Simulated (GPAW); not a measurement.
Two runs for the F K edge of atom 3 in ZrCoF6 (R-3). Run A: GPAW, LDA + U (Co 3.3 eV), full core hole (charged cell), 8-atom cell with 5.5 Å between holes, 4×4×4 k points, dipole transitions, Gaussian full width 0.9 eV up to 4 eV, rising linearly to 3.5 eV at 25 eV. Run B differs in one choice.

Energy from the lowest empty level; intensity scaled to a mean of 1 over the first 20 eV:

| E (eV) | A | B |
| --- | --- | --- |
| -2.00 | 0.00 | 0.00 |
| -1.25 | 0.00 | 0.00 |
| -0.50 | 0.00 | 0.00 |
| 0.25 | 0.09 | 0.06 |
| 1.00 | 1.49 | 1.29 |
| 1.75 | 1.19 | 1.51 |
| 2.50 | 0.10 | 0.13 |
| 3.25 | 0.23 | 0.16 |
| 4.00 | 0.88 | 0.53 |
| 4.75 | 2.01 | 1.82 |
| 5.50 | 1.37 | 1.74 |
| 6.25 | 1.37 | 1.39 |
| 7.00 | 1.68 | 1.66 |
| 7.75 | 1.61 | 1.70 |
| 8.50 | 1.25 | 1.32 |
| 9.25 | 1.25 | 1.23 |
| 10.00 | 1.39 | 1.34 |
| 10.75 | 1.31 | 1.28 |
| 11.50 | 1.19 | 1.17 |
| 12.25 | 1.09 | 1.13 |
| 13.00 | 0.92 | 0.98 |
| 13.75 | 0.82 | 0.84 |
| 14.50 | 0.78 | 0.79 |
| 15.25 | 0.76 | 0.76 |
| 16.00 | 0.73 | 0.73 |
| 16.75 | 0.68 | 0.69 |
| 17.50 | 0.62 | 0.63 |
| 18.25 | 0.59 | 0.58 |
| 19.00 | 0.61 | 0.58 |
| 19.75 | 0.68 | 0.64 |
| 20.50 | 0.79 | 0.74 |
| 21.25 | 0.90 | 0.84 |
| 22.00 | 0.98 | 0.93 |
| 22.75 | 1.01 | 0.98 |
| 23.50 | 1.01 | 0.99 |
| 24.25 | 1.01 | 0.98 |
| 25.00 | 1.04 | 0.99 |
| 25.75 | 1.12 | 1.04 |
| 26.50 | 1.22 | 1.13 |
| 27.25 | 1.32 | 1.22 |
| 28.00 | 1.41 | 1.31 |
| 28.75 | 1.48 | 1.40 |
| 29.50 | 1.51 | 1.46 |
| 30.25 | 1.50 | 1.50 |
| 31.00 | 1.46 | 1.49 |
| 31.75 | 1.41 | 1.46 |

What was changed?
a) the volume of the cell
b) the size of the supercell
c) the k mesh of the field
d) the k mesh of the spectrum

(a): run B changes the volume scale from 1 to 0.97. The scaled spectrum changes by 12 % r.m.s. Another feature, at 1.4 eV (2.07), becomes the highest below 16 eV; the one at 4.7 eV (2.01) is now at 5.1 eV (2.03). Other settings could leave a like mark; this is the one that was changed.

[Hosts, paths, dates, database ids (printed as entryN), source tags and the programs' standing remarks are cut or masked in the printed files.]

[Lists of maxima count a maximum above −3 eV only where it reaches 4 % of the highest in the window and stands out from its surroundings by 2 % of it (1.5 % where it reaches 55 %); shoulders and weaker maxima are passed over, and of the rest the first, up to two pre-edge ones and the few strongest are named.]
